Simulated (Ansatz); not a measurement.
## A convergence test on PbO (Massicot): k mesh of the density

Wanted: the cheapest k mesh of the density that holds the r2SCAN gap of PbO (Massicot).

Method: DFT, r2SCAN, plane waves, PAW; PAW set soft_1, in Ansatz 0.2.0.

### Step 1. Starting point

Symmetry: Pbcm, No. 57, orthorhombic system. The conventional cell has a = 5.893 Å, b = 5.490 Å, c = 4.753 Å, α = 90.00°, β = 90.00°, γ = 90.00°. Nearest to Pb lie 4 O at 2.22 to 2.48 Å. Nearest to O lie 4 Pb at 2.22 to 2.48 Å. Farther neighbours and most contacts between anions are not listed.

The cell and positions come from the Crystallography Open Database and are kept as given unless a step says otherwise. Spin-orbit coupling is left out unless a step names it.

### Step 2. k mesh of the density: 2×2×2

Input file input.yaml:

```yaml
crystal:
  lattice:
    - [5.8931, 0.0, 0.0]
    - [0.0, 5.4904, 0.0]
    - [0.0, 0.0, 4.7528]
  atoms:
    - { symbol: Pb, position: [0.2297, 0.9884, 0.25] }
    - { symbol: Pb, position: [0.7703, 0.0116, 0.75] }
    - { symbol: Pb, position: [0.2297, 0.5116, 0.75] }
    - { symbol: Pb, position: [0.7703, 0.4884, 0.25] }
    - { symbol: O, position: [0.8653, 0.0917, 0.25] }
    - { symbol: O, position: [0.1347, 0.9083, 0.75] }
    - { symbol: O, position: [0.8653, 0.4083, 0.75] }
    - { symbol: O, position: [0.1347, 0.5917, 0.25] }
kpoints:
  mp_grid: { grid: [2, 2, 2] }
  band_path:
    path:
      - [0.0, 0.0, 0.0]
      - [0.5, 0.0, 0.0]
      - [0.5, 0.5, 0.0]
      - [0.0, 0.5, 0.0]
      - [0.0, 0.0, 0.5]
      - [0.5, 0.0, 0.5]
      - [0.5, 0.5, 0.5]
      - [0.0, 0.5, 0.5]
      - [0.5, 0.5, 0.35]
    npoints: 1
hamiltonian:
  xc: r2scan
  pseudopotentials: { kind: paw, azcp: { folder: soft_1 } }
scf:
  occupations: { method: fixed }
  n_extra_bands: 6
output:
  eigenvalues: true
```

Run with:

```
$ ansatz run input.yaml --threads 24 --pin off --max-ram 82944MiB --backend cuda --events-out ev --progress --plain --runs-dir out --devices 1 --max-vram 78GiB
```

Numbers of over 12 decimals in the logs are rounded to 6 here.

Output:

```text
scf.n_extra_bands = 6 over 40 filled bands (N_el = 80.0): the run solves 46 bands
GPUs: using 1 of 1 available (devices: 1).
Engine: ansatz 0.2.0, aarch64-unknown-linux-gnu
Pseudopotentials: kind: paw
Pseudopotential: Pb, paw, valence charge 14, recommended cutoff 500 eV (meta_gga), soft_1/Pb.paw.azcp
Pseudopotential: O, paw, valence charge 6, recommended cutoff 500 eV (meta_gga), soft_1/O.paw.azcp
Functional definition: r2SCAN
  parameter k0 = 0.174
  parameter k1 = 0.065
  parameter a1 = 4.9479
  exchange = r2scan_x(k0 = k0, k1 = k1, a1 = a1)
  correlation = r2scan_c
device memory: the entry about to start is reckoned to put 8.8 GiB on a device that reports 150.1 GiB free (of which the cap on the GPU budget leaves the run 78.0 GiB)
GPU FFT provider: cuFFT
GPU libraries: cuBLAS 13.8.1, cuFFT 12.4.0, cuSOLVER 12.3.2
GPU matrix products: emulated (plane waves: as basis.precision tells), large ones in fixed point in workspaces of 1.00 GiB
Crystal: 8 atoms, lattice volume = 153.779 Å³
Basis set: ecut = 500 eV, 3869 PW (Γ), exchange–correlation on 180×180×144 points (64 copies of the dense FFT grid, shifted against one another)
Bands: 46, of which v1, the nominal top of the filled ones, is band 40 counted from 1 (39 counted from 0)
Symmetry: 8 space group operations
Space group: Pbcm (ITA 57), of the structure as read, at distance tolerance 5.4e-5 Å
k-points: 8
Non-local potential: Pb, projectors of the file, l = 0: 2, l = 1: 2, l = 2: 2, l = 3: 1
Non-local potential: O, projectors of the file, l = 0: 2, l = 1: 2, l = 2: 1
PAW form: soft (Blöchl's): semilocal exchange-correlation on the pseudo side does not see the compensation charge
PAW frozen core: Pb, regenerated for the run's functional (the file was generated under x = pbe(κ = 0.804, μ = 0.219515), c = pbe(β = 0.066725))
PAW frozen core: O, regenerated for the run's functional (the file was generated under x = pbe(κ = 0.804, μ = 0.219515), c = pbe(β = 0.066725))
PAW one-centre angular grid: Pb, 590 points (default); XC on 160 Gauss nodes
PAW one-centre angular grid: O, 302 points (default); XC on 160 Gauss nodes
Initial density: superposition of atomic densities (chi_scale 0.1, normalization cell, long waves kept (reshape's long-wave potential 0.22 eV rms))
Initial wavefunctions: pseudopotential atomic-orbital guess
GPU buffer pool allocated for 72900 grid points (all kernels)
GPU transforms: local potential and band sums: pruned to the plane-wave sphere, on 45×45×36
Functional: x = r2scan, c = r2scan; τ floored in thin density (d = 2e-4 eV/Å³)
SCF iter   1: F=—  HF=-49965.771062 eV  |F-HF|=—  |Δ(HF+E_count)|=         —  Δρ=4.96e-2  dr2=4.27e0  dr2_τ=4.04e-1  ethr=3.10e-3  ⟨swp⟩=4.9  Hψ=1282  notcnv=0  defer=28
preconditioner: auto → Resta (q_TF=auto, 2.447 Å⁻¹)  ε∞=3.8  [insulator: Δε(μ)=3.114 eV  Ē_g=15.983 eV  n_scr=34 (ndim 8)  ℏωp=26.8 eV  f_vac=0.000  ε∞_Penn≈3.8]
SCF iter   2: F=—  HF=-49965.352306 eV  |F-HF|=—  |Δ(HF+E_count)|=   4.19e-1  Δρ=2.77e-2  dr2=7.86e-1  dr2_τ=1.12e-1  ethr=3.10e-3  ⟨swp⟩=2.0  Hψ=781  notcnv=0  defer=21
SCF iter   3: F=—  HF=-49965.444598 eV  |F-HF|=—  |Δ(HF+E_count)|=   9.23e-2  Δρ=1.17e-2  dr2=2.40e-1  dr2_τ=1.66e-2  ethr=9.82e-4  ⟨swp⟩=3.1  Hψ=663  notcnv=0  defer=28
SCF iter   4: F=—  HF=-49965.461052 eV  |F-HF|=—  |Δ(HF+E_count)|=   1.65e-2  Δρ=3.30e-3  dr2=1.06e-2  dr2_τ=9.33e-4  ethr=3.00e-4  ⟨swp⟩=2.4  Hψ=732  notcnv=0  defer=28
SCF iter   5: F=—  HF=-49965.467029 eV  |F-HF|=—  |Δ(HF+E_count)|=   5.98e-3  Δρ=5.45e-4  dr2=3.40e-4  dr2_τ=1.83e-5  ethr=1.33e-5  ⟨swp⟩=2.8  Hψ=554  notcnv=0  defer=30
SCF iter   6: F=—  HF=-49965.467379 eV  |F-HF|=—  |Δ(HF+E_count)|=   3.50e-4  Δρ=1.11e-4  dr2=2.17e-5  dr2_τ=2.26e-6  ethr=4.25e-7  ⟨swp⟩=2.0  Hψ=598  notcnv=0  defer=28
SCF iter   7: F=—  HF=-49965.467527 eV  |F-HF|=—  |Δ(HF+E_count)|=   1.48e-4  Δρ=3.20e-5  dr2=1.07e-6  dr2_τ=8.68e-8  ethr=2.71e-8  ⟨swp⟩=2.0  Hψ=641  notcnv=0  defer=25
SCF iter   8: F=-49965.467528 eV  HF=-49965.467528 eV  |F-HF|=1.41e-8  |Δ(HF+E_count)|=   1.46e-6  Δρ=5.94e-6  dr2=7.18e-8  dr2_τ=4.38e-9  ethr=1.25e-10  ⟨swp⟩=11.5  Hψ=1680  notcnv=0
SCF 1 converged in 8 iterations: F = -49965.467528 eV  dr2 = 7.18e-8
[...]
device memory: the entry about to start is reckoned to put 5.9 GiB on a device that reports 150.1 GiB free (of which the cap on the GPU budget leaves the run 78.0 GiB)
NSCF: frozen V_eff on 9 k-points
SCF converged after 8 iterations
Free energy (F): -49965.467528 eV
Harris-Foulkes:  -49965.467528 eV  (|F-HF|=1.41e-8)
Internal energy: -49965.467528 eV  (E = F + TS)
E sigma→0 (E₀):  -49965.467528 eV
Fermi energy:    8.149497 eV
--- Per-component energies (eV) ---
  E_band       = -219.909437
  E_kinetic    = 1849.273956
  E_local      = -5966.343214  (includes V_loc(G=0)·N_el)
  E_nonlocal   = 1435.923562
  E_hartree    = 2347.633756
  E_xc         = -1058.389730
  E_vxc        = -1013.908717  (∫ρ·V_xc dr)
  E_paw        = -42341.761497  (= ΣΔE_a)
  E_vpaw       = -1289.472388  (= ΣTr[D̂ρ^β])
  E_aug_tail   = 0.000993  (compensation charges beyond the density's cutoff)
  E_vtau       = 69.357586  (kinetic-family band-sum trace: ∫τ·v_τ [+ j·A + Jᵃ·Aᵃ] dr)
  E_ewald      = -6235.538797
  E_core_change = 3.733443  (= ΣΔE_core)
  E_smearing   = -0.000000  (= −TS)
  E_closure    = 0.000000  (closes the sum)
  Σ components = -49965.467528   (vs F -49965.467528, Δ=0.00e0)
--- Band table (eV; the first three rows and the last of 8) ---
  k-point 0: bands = [... 36 lower, 6.8293, 6.8824, 7.7721, 8.1495, 11.9466, 12.5303, 13.1771, 14.0038, ... 2 higher]
  k-point 1: bands = [... 36 lower, 7.2831, 7.2831, 7.8784, 7.8784, 12.7655, 12.7655, 13.5684, 13.5684, ... 2 higher]
  k-point 2: bands = [... 36 lower, 7.1595, 7.1595, 7.9476, 7.9476, 12.7904, 12.7904, 13.6070, 13.6070, ... 2 higher]
  k-point 7: bands = [... 36 lower, 7.6065, 7.6065, 7.6065, 7.6065, 11.0662, 11.0662, 11.0662, 11.0662, ... 2 higher]
```

Run time: 1.6 s. Hardware: 1 × NVIDIA GB200 (shared by 2 runs) with 24 threads of Arm Neoverse V2, shared host; peak memory 1.1 GiB.

Reading the cycles: dr2 is the Hartree energy of the density residual (eV), the measure of convergence; HF is the Harris–Foulkes estimate of the energy, which meets the free energy F at convergence.

This step gave:

```yaml
gap: 2.518 eV
valence_top_at: Γ
conduction_bottom_at: k = (0.500, 0.500, 0.350)
least_direct_gap: 2.806 eV
```

The gap is indirect, with the least direct gap 0.29 eV higher.

### Step 3. k mesh of the density: 2×2×4

Changes to input.yaml since step 2:

```diff
@@ -15,3 +15,3 @@
 kpoints:
-  mp_grid: { grid: [2, 2, 2] }
+  mp_grid: { grid: [2, 2, 4] }
   band_path:
```

Output:

```text
[...]
GPUs: using 1 of 1 available (devices: 1).
[...]
GPU FFT provider: cuFFT
GPU libraries: cuBLAS 13.8.1, cuFFT 12.4.0, cuSOLVER 12.3.2
[...]
Crystal: 8 atoms, lattice volume = 153.779 Å³
Basis set: ecut = 500 eV, 3869 PW (Γ), exchange–correlation on 180×180×144 points (64 copies of the dense FFT grid, shifted against one another)
[...]
--- Band table (eV; the first three rows and the last of 12) ---
  k-point 0: bands = [... 36 lower, 6.8540, 6.8902, 7.7830, 8.1641, 11.9476, 12.5380, 13.1824, 14.0105, ... 2 higher]
  k-point 1: bands = [... 36 lower, 6.9003, 7.3713, 7.5491, 8.1486, 12.1105, 12.9541, 13.0033, 13.7022, ... 2 higher]
  k-point 2: bands = [... 36 lower, 7.3016, 7.3016, 7.8934, 7.8934, 12.7650, 12.7650, 13.5766, 13.5766, ... 2 higher]
  k-point 11: bands = [... 36 lower, 7.6188, 7.6188, 7.6188, 7.6188, 11.0729, 11.0729, 11.0729, 11.0729, ... 2 higher]
[key lines of the parts left out:]
SCF converged after 8 iterations
Free energy (F): -49965.413961 eV
Fermi energy:    8.164107 eV
```

Run time: 1 s. Hardware: 1 × NVIDIA GB200 (shared by 2 runs) with 24 threads; peak memory 1.2 GiB.

Numbers from this step:

| Item | Value |
| --- | --- |
| gap | 2.509 eV |
| valence top at | Γ |
| conduction bottom at | k = (0.500, 0.500, 0.350) |
| least direct gap | 2.797 eV |

The gap is 2.509 eV, −0.009 eV from the run before at this level.

### Step 4. k mesh of the density: 4×4×6 (the default)

input.yaml, the sections that differ from step 3:

```yaml
kpoints:
  mp_grid: { grid: [4, 4, 6] }
  band_path:
    path:
      - [[0.0, 0.0, 0.0], [0.5, 0.0, 0.0], [0.5, 0.5, 0.0], [0.0, 0.5, 0.0], [0.0, 0.0, 0.0], [0.0, 0.0, 0.5], [0.5, 0.0, 0.5], [0.5, 0.5, 0.5], [0.0, 0.5, 0.5], [0.0, 0.0, 0.5]]
      - [[0.5, 0.0, 0.0], [0.5, 0.0, 0.5]]
      - [[0.0, 0.5, 0.0], [0.0, 0.5, 0.5]]
      - [[0.5, 0.5, 0.0], [0.5, 0.5, 0.5]]
    npoints: 10
scf:
  occupations: { method: fermi_dirac, width: 0.02 }
  n_extra_bands: 6
# crystal, hamiltonian, output: as in step 3
```

Output:

```text
[...]
GPUs: using 1 of 1 available (devices: 1).
[...]
concurrent solve slots: 18 of 24 are kept, ahead of what memory takes: no pass of the eigensolver takes more rounds on 18
[...]
GPU FFT provider: cuFFT
GPU libraries: cuBLAS 13.8.1, cuFFT 12.4.0, cuSOLVER 12.3.2
[...]
Crystal: 8 atoms, lattice volume = 153.779 Å³
[...]
--- Band table (eV; the first three rows and the last of 36) ---
  k-point 0: bands = [... 36 lower, 6.8545, 6.8904, 7.7827, 8.1634, 11.9479, 12.5363, 13.1837, 14.0113, ... 2 higher]
  k-point 1: bands = [... 36 lower, 6.8232, 7.3083, 7.5831, 8.1574, 12.0156, 12.7209, 13.0503, 13.9563, ... 2 higher]
  k-point 2: bands = [... 36 lower, 7.1502, 7.2018, 7.6454, 8.1264, 12.2618, 13.0593, 13.2641, 13.4119, ... 2 higher]
  k-point 35: bands = [... 36 lower, 7.6189, 7.6189, 7.6189, 7.6189, 11.0736, 11.0736, 11.0736, 11.0736, ... 2 higher]
[key lines of the parts left out:]
SCF converged after 8 iterations
Free energy (F): -49965.434695 eV
Fermi energy:    9.423879 eV
```

Wall time 3.1 s (1 × NVIDIA GB200 (shared by 2 runs) with 24 threads); peak memory 1.1 GiB; 25 s of CPU time.

This step gave:

| Quantity | Value |
| --- | --- |
| gap | 2.510 eV |
| valence top at | Γ |
| conduction bottom at | k = (0.500, 0.500, 0.350) |
| least direct gap | 2.798 eV |

The gap is 2.510 eV, +0.002 eV from the run before at this level.

### Step 5. k mesh of the density: 6×6×8

input.yaml, the sections that differ from step 4:

```yaml
kpoints:
  mp_grid: { grid: [6, 6, 8] }
  band_path:
    path:
      - [0.0, 0.0, 0.0]
      - [0.5, 0.0, 0.0]
      - [0.5, 0.5, 0.0]
      - [0.0, 0.5, 0.0]
      - [0.0, 0.0, 0.5]
      - [0.5, 0.0, 0.5]
      - [0.5, 0.5, 0.5]
      - [0.0, 0.5, 0.5]
      - [0.5, 0.5, 0.35]
    npoints: 1
scf:
  occupations: { method: fixed }
  n_extra_bands: 6
# crystal, hamiltonian, output: as in step 4
```

Output:

```text
[...]
GPUs: using 1 of 1 available (devices: 1).
[...]
GPU FFT provider: cuFFT
GPU libraries: cuBLAS 13.8.1, cuFFT 12.4.0, cuSOLVER 12.3.2
[...]
Crystal: 8 atoms, lattice volume = 153.779 Å³
Basis set: ecut = 500 eV, 3869 PW (Γ), exchange–correlation on 180×180×144 points (64 copies of the dense FFT grid, shifted against one another)
[...]
--- Band table (eV; the first three rows and the last of 80) ---
  k-point 0: bands = [... 36 lower, 6.8544, 6.8903, 7.7827, 8.1633, 11.9479, 12.5362, 13.1837, 14.0112, ... 2 higher]
  k-point 1: bands = [... 36 lower, 6.8384, 7.1597, 7.6671, 8.1601, 11.9850, 12.6396, 13.0940, 14.0583, ... 2 higher]
  k-point 2: bands = [... 36 lower, 6.9000, 7.3713, 7.5491, 8.1480, 12.1108, 12.9524, 13.0043, 13.7035, ... 2 higher]
  k-point 79: bands = [... 36 lower, 7.6189, 7.6189, 7.6189, 7.6189, 11.0736, 11.0736, 11.0736, 11.0736, ... 2 higher]
[key lines of the parts left out:]
SCF converged after 8 iterations
Free energy (F): -49965.434753 eV
Fermi energy:    8.163322 eV
```

Run time: 1.8 s. Hardware: 1 × NVIDIA GB200 (shared by 2 runs) with 24 threads; peak memory 1.2 GiB; 4.8 s of CPU time.

This step gave:

- gap: 2.510 eV
- valence top at: Γ
- conduction bottom at: k = (0.500, 0.500, 0.350)
- least direct gap: 2.798 eV

The gap is 2.510 eV, as in the run before at this level.

### Step 6. The series

Differences are against the last row; a negative gap means that bands overlap, and a run with a band path holds that path's time. Times are wall times on 1 × NVIDIA GB200 (shared by 2 runs) with 24 threads of Arm Neoverse V2, shared host, good to a factor of about two.

```tsv
k mesh of the density	gap (eV)	direct gap (eV)	gap error (eV)	energy error (meV/atom)	irreducible k	time
2×2×2	2.518	2.806	+0.007	−4.1	8	1.6 s
2×2×4	2.509	2.797	−0.002	+2.6	12	1 s
4×4×6	2.510	2.798	+0.000	+0.0	36	3.1 s
6×6×8	2.510	2.798	+0.000	+0.0	80	1.8 s
```

### Step 7. Outcome

```
2×2×2 : 2.518 eV
2×2×4 : 2.509 eV
4×4×6 : 2.510 eV
6×6×8 : 2.510 eV
```

**Reading.** The gap holds to 0.02 eV from 2×2×2 on, the cheapest setting tried. At 2×2×2 the gap is off by +0.007 eV and the energy by −4 meV/atom. The gap is read over the mesh and added points near the edges, so meshes differ mainly through the density and, for a hybrid, the exchange operator.

[Paths, hosts, dates, memory and timing lines, banners, echoed tables and standing remarks are left out of the program output.]

[Logs are printed without paths, hosts, clocks, repeated set-up lines and the standing remarks that a program may print on its own settings, such as how far it seeks lower states.]

[Runs of the session that timed out or met a known fault of the program may be left out.]

[Cells called generated may have been cut or substituted from an entry of the Crystallography Open Database or the Materials Project.]

[Hosts, paths, dates, database ids (printed as entryN), source tags and the programs' standing remarks are cut or masked in the printed files.]
